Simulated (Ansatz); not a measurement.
# W2CS2 MXene monolayer in a perpendicular field

What dipole does a perpendicular field induce in the W2CS2 MXene monolayer? A positive field points along +c.

Main program and level: Ansatz 0.2.0; plane-wave DFT, PBE-D3(BJ), Ansatz PAW.

Report form: the programs' logs are mostly left out.

### 1. The starting structure

The cell holds 5 atoms: 2 S, 2 W and 1 C. Cell: a = 3.125 Å, b = 3.125 Å, c = 42.950 Å, α = 90.0°, β = 90.0°, γ = 120.0°. Vacuum lies along c.

### 2. Relaxation

The starting cell is a guess, so the in-plane lattice and the atoms are relaxed first, with the slab cut off from its images along the normal.

input.yaml reads:

```yaml
crystal:
  lattice:
    - [3.125408, 0.0, 0.0]
    - [-1.562704, 2.7066827252, 0.0]
    - [0.0, 0.0, 42.9500848997]
  atoms:
    - { symbol: S, position: [0.3333333333, 0.6666666667, 0.4307325595] }
    - { symbol: W, position: [0.6666666667, 0.3333333333, 0.4712875368] }
    - { symbol: C, position: [0.0, 0.0, 0.5] }
    - { symbol: W, position: [0.3333333333, 0.6666666667, 0.5287124632] }
    - { symbol: S, position: [0.6666666667, 0.3333333333, 0.5692674405] }
  periodic: [true, true, false]
kpoints:
  mp_grid: { grid: [12, 12, 1] }
hamiltonian:
  xc: pbe
  dispersion: d3bj
scf:
  occupations: { method: fermi_dirac, width: 0.05 }
  convergence: { dr2_threshold: 1.0e-09 }
relax:
  f_tol: 0.004
  max_steps: 90
  cell: {}
output:
  write_potential: true
  write_density: true
  volumetric_format: npy
```

Started as:

```
> ansatz run input.yaml --threads 2 --pin off --max-ram 3072MiB --backend cpu --events-out ev --progress --plain --runs-dir out
```

Elapsed: 55 s, on 2 threads of Arm Neoverse V2, shared host; peak memory 0.67 GiB; 1.8 min of CPU time.

Relaxation path:

```
step  energy less that of the first step (eV)  largest force component (eV/Å)  volume (Å³)
   1                                   0.0000                          1.3247       363.34
   2                                  -0.3150                          1.4645       368.56
   3                                  -0.3246                          1.4061       390.51
   4                                  -0.4941                          0.0549       390.02
   5                                  -0.4942                          0.0043       390.39
   6                                  -0.4942                          0.0001       390.41
  7*                                  -0.4995                          0.0005       390.41
   8                                  -0.4994                          0.0022       390.63
  9*                                  -0.4995                          0.0022       390.63
```

Relaxation steps marked * repeat the geometry before them on a plane-wave basis chosen anew for their cell, so energy and pressure can jump there.

The run keeps the 12 symmetry operations that it works with, so distortions that break them were not tested.

```
cell as run  before  after  change
      a (Å)   3.125  3.241  +3.7 %
      b (Å)   3.125  3.241  +3.7 %
```

The atoms that moved most (Å, along periodic axes as changes of fractional coordinates times the final cell, across vacuum about the mean position):

```
atom     dx     dy      dz  length
  S1  0.000  0.000   0.283   0.283
  S5  0.000  0.000  -0.283   0.283
  W4  0.000  0.000  -0.163   0.163
  W2  0.000  0.000   0.163   0.163
```

Final coordinates:

```xyz
5
Lattice="3.2407 0.0000 0.0000 -1.6203 2.8065 0.0000 0.0000 0.0000 42.9501" Properties=species:S:1:pos:R:3
S     0.0000    1.8710   18.7833
W     1.6203    0.9355   20.4048
C     0.0000    0.0000   21.4750
W     0.0000    1.8710   22.5453
S     1.6203    0.9355   24.1668
```

Numbers from this step:

```yaml
energy_at_zero_smearing: -22827.9011 eV
```

The lattice constant a goes from 3.125 to 3.241 Å.

### 3. Atoms held, field 0

A sawtooth potential applies the field, turning back in the middle of the vacuum. With the dipole correction the typed value is the field outside the slab. The induced dipole is small, so the SCF threshold is tight.

The cell differs from the one that the last finished run ended in (c 42.950 → 23.383 Å).

input.yaml reads:

```yaml
crystal:
  lattice:
    - [3.2406867322, 0.0, 0.0]
    - [-1.6203433661, 2.8065170358, 0.0]
    - [0.0, 0.0, 23.3834750428]
  atoms:
    - { symbol: S, position: [0.3333333333, 0.6666666667, 0.3848871899] }
    - { symbol: W, position: [0.6666666667, 0.3333333333, 0.4542308865] }
    - { symbol: C, position: [0.0, 0.0, 0.5] }
    - { symbol: W, position: [0.3333333333, 0.6666666667, 0.5457691135] }
    - { symbol: S, position: [0.6666666667, 0.3333333333, 0.6151128101] }
kpoints:
  mp_grid: { grid: [18, 18, 1] }
  band_path:
    path: [[0, 0, 0], [0.5, 0, 0], [0.33333333, 0.33333333, 0], [0, 0, 0]]
    npoints: 16
hamiltonian:
  xc: pbe
  dispersion: d3bj
scf:
  occupations: { method: fermi_dirac, width: 0.02585 }
  convergence: { dr2_threshold: 1.0e-10 }
efield:
  axis: 3
  dipole_correction: true
  ramp_position: 0.97
  ramp_width: 0.06
  amplitude: 0
output:
  dos: { projected: true, e_range: [-6, 5] }
  write_potential: true
  write_density: true
  volumetric_format: npy
  elf: true
```

Run time: 17 s. Hardware: 2 threads; peak memory 0.55 GiB.

Numbers from this step:

```yaml
energy_at_zero_smearing: -22827.8968 eV
work_function_upper_face: 5.046 eV
dipole_along_the_normal: -6.40e-9 e·Å
```

Running mean over a fixed 2.8 Å (it still follows the layers) of the planar mean; the ramp of the sawtooth is left out. Table of electron's electrostatic potential energy less the Fermi level by z:

```
z (Å)  electron's electrostatic potential energy less the Fermi level (eV)
    3                                                                 5.05
    4                                                                 5.05
    5                                                                 5.04
    6                                                                 5.01
    7                                                                 4.23
    8                                                             -0.00358
    9                                                                -5.27
   10                                                                -11.4
   11                                                                -13.5
   12                                                                -14.8
   13                                                                -12.2
   14                                                                -8.26
   15                                                                -1.65
   16                                                                 2.85
   17                                                                 4.93
   18                                                                 5.04
   19                                                                 5.05
   20                                                                 5.05
```

The density of states has structure finer than the step of the table below, so its rows give means over 0.25 eV, whole bins alone (the curve runs from -6 to 1.75 eV). Peaks (eV: height): -5.700: 9.72, -5.420: 6.58, -3.410: 6.25, -2.860: 9.73, 0.780: 7.66, 1.280: 10.3, 1.660: 20.4.

Table of density of states by energy, zero at the Fermi level; means over each step:

energy (eV), density of states (states/eV a cell) and a bar from the least value:
```
    -5.75        5.2 ############################
    -5.50        3.3 ###############
    -5.25        3.4 ################
    -5.00        2.5 ##########
    -4.75        2.5 ##########
    -4.50        2.3 #########
    -4.25        3.0 ##############
    -4.00        3.8 ###################
    -3.75        4.1 ####################
    -3.50        5.2 #############################
    -3.25        4.8 ##########################
    -3.00        4.0 ####################
    -2.75        3.0 #############
    -2.50        1.5 ###
    -2.25        2.5 ##########
    -2.00        2.2 ########
    -1.75        1.6 ###
    -1.50        1.1 
    -1.25        1.1 #
    -1.00        1.3 #
    -0.75        2.2 ########
    -0.50        1.7 ####
    -0.25        1.5 ###
     0.00        1.8 #####
     0.25        1.9 #####
     0.50        1.6 ####
     0.75        4.1 #####################
     1.00        1.1 
     1.25        5.5 ##############################
     1.50        4.8 ##########################
```

Projected DOS per atom over height of the atomic layer and energy from the Fermi level. Layers: S W C W S from below.

Ten even steps from '0' (0.08 states/eV) to '9' (2.65 states/eV), each cell a mean:
```
29092
16161
04040
02020
02020
01010
11011
01010
00000
00000
11011
20002
10001
42024
53035
42024
32023
21012
21012
22022
22222
33333
```
Columns: height of the atomic layer (Å) from 9 to 14.4 (not evenly spaced); rows upwards: energy from the Fermi level (eV) from -5.96 to 1.69.

Electronic bands along the path, in eV, zero at the Fermi level:

```
  point  band 19  band 20  band 21  band 22  band 23  band 24  band 25  band 26
      Γ    -2.51    -2.51    -1.10    -0.64    -0.64     0.72     0.72     1.14
halfway    -2.84    -2.64    -2.46    -0.59     0.13     1.12     1.48     1.91
      M    -3.19    -3.12    -2.18     0.37     0.84     1.43     1.53     1.81
halfway    -3.80    -3.43    -1.80     0.12     0.31     1.42     1.69     2.65
      K    -4.23    -4.23    -0.72    -0.72    -0.48     1.67     1.67     2.37
halfway    -3.00    -2.96    -1.58    -1.55     0.75     1.34     1.59     2.03
      Γ    -2.51    -2.51    -1.10    -0.64    -0.64     0.72     0.72     1.14
```

ELF in the ca plane at fractional y = 0.333, with atoms of W and S within 0.2 Å of it. It is the smooth field of the valence electrons, not physical close to the nuclei.

Ten even steps from '0' (0.00) to '9' (0.92), each cell a mean:
```
00000000000001345533453343213788998631000000
00000000000000012226657322225764799862000000
00000000000000001126417522126730499963100000
00000000000000012225666322225875799852000000
00000000000002355543443343213688887531000000
00000000000125678763223553222345432100000000
00000000000136788874235653232122100000000000
00000000000024678763223553222356543100000000
```
Columns run along c (16.0 Å, from fractional 0.13 to 0.82 of the cell), rows up along a (3.2 Å). Atoms in or near the plane, at fractional coordinates: W at (0.45, 0.67), S at (0.62, 0.67).

Electrostatic potential energy in the ca plane at fractional y = 0.333, with atoms of W and S within 0.2 Å of it. With pseudopotentials it is smooth inside the atoms' cores, unlike the true potential.

Ten even steps from '0' (-42 eV) to '9' (7 eV), each cell a mean:
```
99999999999999999999886313678878865579999999
99999999999999999999972000278888721138999999
99999999999999999999871000168898612227999999
99999999999999999999973000278888721148999999
99999999999999999999886433688777875679999999
99999999999999999988788877887656788999999999
99999999999999999987788888877545789999999999
99999999999999999998888777887666888899999999
```
Columns run along c (16.0 Å, from fractional 0.08 to 0.76 of the cell; values clipped at the 3rd and 97th percentile), rows up along a (3.2 Å). Atoms in or near the plane, at fractional coordinates: W at (0.45, 0.67), S at (0.62, 0.67).

Valence density in the ca plane at fractional y = 0.333, with atoms of W and S within 0.2 Å of it. It is the smooth field of the valence electrons, not physical close to the nuclei.

Ten steps, logarithmic in the rise over the least value, from '0' (0.0 e/Å³) to '9' (4.9 e/Å³), each cell a mean:
```
00000000000000000123445787544444556653100000
00000000000000000112347999754334566665210000
00000000000000000012348999853334564565310000
00000000000000000122347999754334566664210000
00000000000000000133445677544444556553100000
00000000000000001244544444555555444321000000
00000000000000001245554334555665433221000000
00000000000000001234544444555554444332100000
```
Columns run along c (16.0 Å, from fractional 0.08 to 0.76 of the cell), rows up along a (3.2 Å). Atoms in or near the plane, at fractional coordinates: W at (0.45, 0.67), S at (0.62, 0.67).

The work function of the upper face is 5.05 eV.

### 4. Atoms held, field 0.1 V/Å

Edit input.yaml of step 3 so:

```diff
@@ -27,5 +27,4 @@
   ramp_width: 0.06
-  amplitude: 0
+  amplitude: 0.1
 output:
-  dos: { projected: true, e_range: [-6, 5] }
   write_potential: true
@@ -33,2 +32 @@
   volumetric_format: npy
-  elf: true
```

Wall time 17 s (2 threads); peak memory 0.53 GiB.

The dipole is 0.0368 e·Å.

### 5. Atoms held, field -0.1 V/Å

Edit input.yaml of step 4 so:

```diff
@@ -27,3 +27,3 @@
   ramp_width: 0.06
-  amplitude: 0.1
+  amplitude: -0.1
 output:
```

Elapsed: 18 s, on 2 threads; peak memory 0.53 GiB.

The dipole is -0.0368 e·Å.

### 6. Response, atoms held

This step: plane-wave DFT, PBE-D3(BJ), Ansatz PAW; response to a field along the normal, atoms held (Ansatz 0.2.0).

The dipoles give the slope, and the difference of two potentials shows where the field is screened.

This step gave:

* equivalent conductor thickness p/(ε₀AE): 7.329 Å
* distance between the outer atoms: 5.383 Å

The dipole of the cell by applied field:

```
applied field (V/Å)  dipole of the cell (e·Å)
            -0.1000                   -0.0368
             0.0000                         0
             0.1000                    0.0368
```

Local field over the applied field, running mean. From the potentials at -0.1 and 0.1 V/Å; running mean over 2.5 Å. The local field over applied field by z:

```
z (Å)  local field over applied field
  4.5                           0.999
  5.0                           0.997
  5.5                           0.991
  6.0                           0.974
  6.5                           0.928
  7.0                           0.829
  7.5                           0.676
  8.0                           0.498
  8.5                           0.317
  9.0                           0.171
  9.5                          0.0808
 10.0                          0.0382
 10.5                          0.0216
 11.0                          0.0204
 11.5                          0.0164
 12.0                          0.0177
 12.5                          0.0203
 13.0                          0.0236
 13.5                          0.0451
 14.0                          0.0972
 14.5                           0.199
 15.0                           0.358
 15.5                           0.541
 16.0                           0.715
 16.5                           0.858
 17.0                           0.942
 17.5                           0.979
 18.0                           0.993
 18.5                           0.998
 19.0                           0.999
```

Electrons, planar mean, per unit field. Induced electron density against z:

```
z (Å)  induced electron density (e/Å³ per V/Å)
 4.09                                   1.4e-6
 4.53                                   3.8e-6
 4.97                                   1.1e-5
 5.26                                   2.2e-5
 5.70                                   5.9e-5
 6.14                                   1.6e-4
 6.58                                   4.0e-4
 7.02                                   9.7e-4
 7.31                                  0.00165
 7.75                                  0.00308
 8.18                                  0.00355
 8.62                                  0.00171
 9.06                                  0.00115
 9.50                                   3.4e-4
 9.79                                  -6.3e-4
10.23                                  -5.1e-4
10.67                                   9.6e-4
11.11                                  -4.0e-6
11.55                                   1.2e-4
11.84                                  -1.2e-4
12.28                                   4.0e-6
12.71                                  -9.6e-4
13.15                                   5.1e-4
13.59                                   6.3e-4
13.88                                  -3.4e-4
14.32                                 -0.00115
14.76                                 -0.00171
15.20                                 -0.00355
15.64                                 -0.00308
16.08                                 -0.00165
16.37                                  -9.7e-4
16.81                                  -4.0e-4
17.25                                  -1.6e-4
17.68                                  -5.9e-5
18.12                                  -2.2e-5
18.41                                  -1.1e-5
18.85                                  -3.8e-6
19.29                                  -1.4e-6
```

By hand: between -0.1 and 0.1 V/Å the dipole changes by 0.07367 e·Å, a slope of 0.3684 e·Å²/V. A perfect conductor of thickness t has p = ε₀AEt, so t = 180.95 × 0.3684 / 9.095 = 7.33 Å (e/ε₀ = 180.95 V·Å, A in Å²).

The induced dipole is that of a conductor 7.33 Å thick.

### 7. What came out

| Item | Value |
| --- | --- |
| gap without field | none |
| work function, upper face | 5.05 eV |
| equivalent conductor thickness, atoms held | 7.33 Å |

**Reading.** The induced dipole equals that of a perfect conductor 7.33 Å thick, while the outer atoms lie 5.38 Å apart. There is no gap over 0.03 eV, with or without the field. The main runs have no spin polarisation; a magnetic state could lie lower and would change these results. Spin-orbit coupling is left out, which matters for the bands of elements this heavy. The MXene's terminations sit over the metal atoms of its far layer; the site over carbon or nitrogen, which some compounds prefer, was not run.

[Logs are printed without paths, hosts, clocks, repeated set-up lines and the standing remarks that a program may print on its own settings, such as how far it seeks lower states.]

[Hosts, paths, dates, database ids (printed as entryN), source tags and the programs' standing remarks are cut or masked in the printed files.]

[Maps of the electrostatic potential energy from Ansatz leave out the sawtooth potential of an applied field or a dipole correction, so their vacuum need not be flat; planar profiles and work functions include it.]
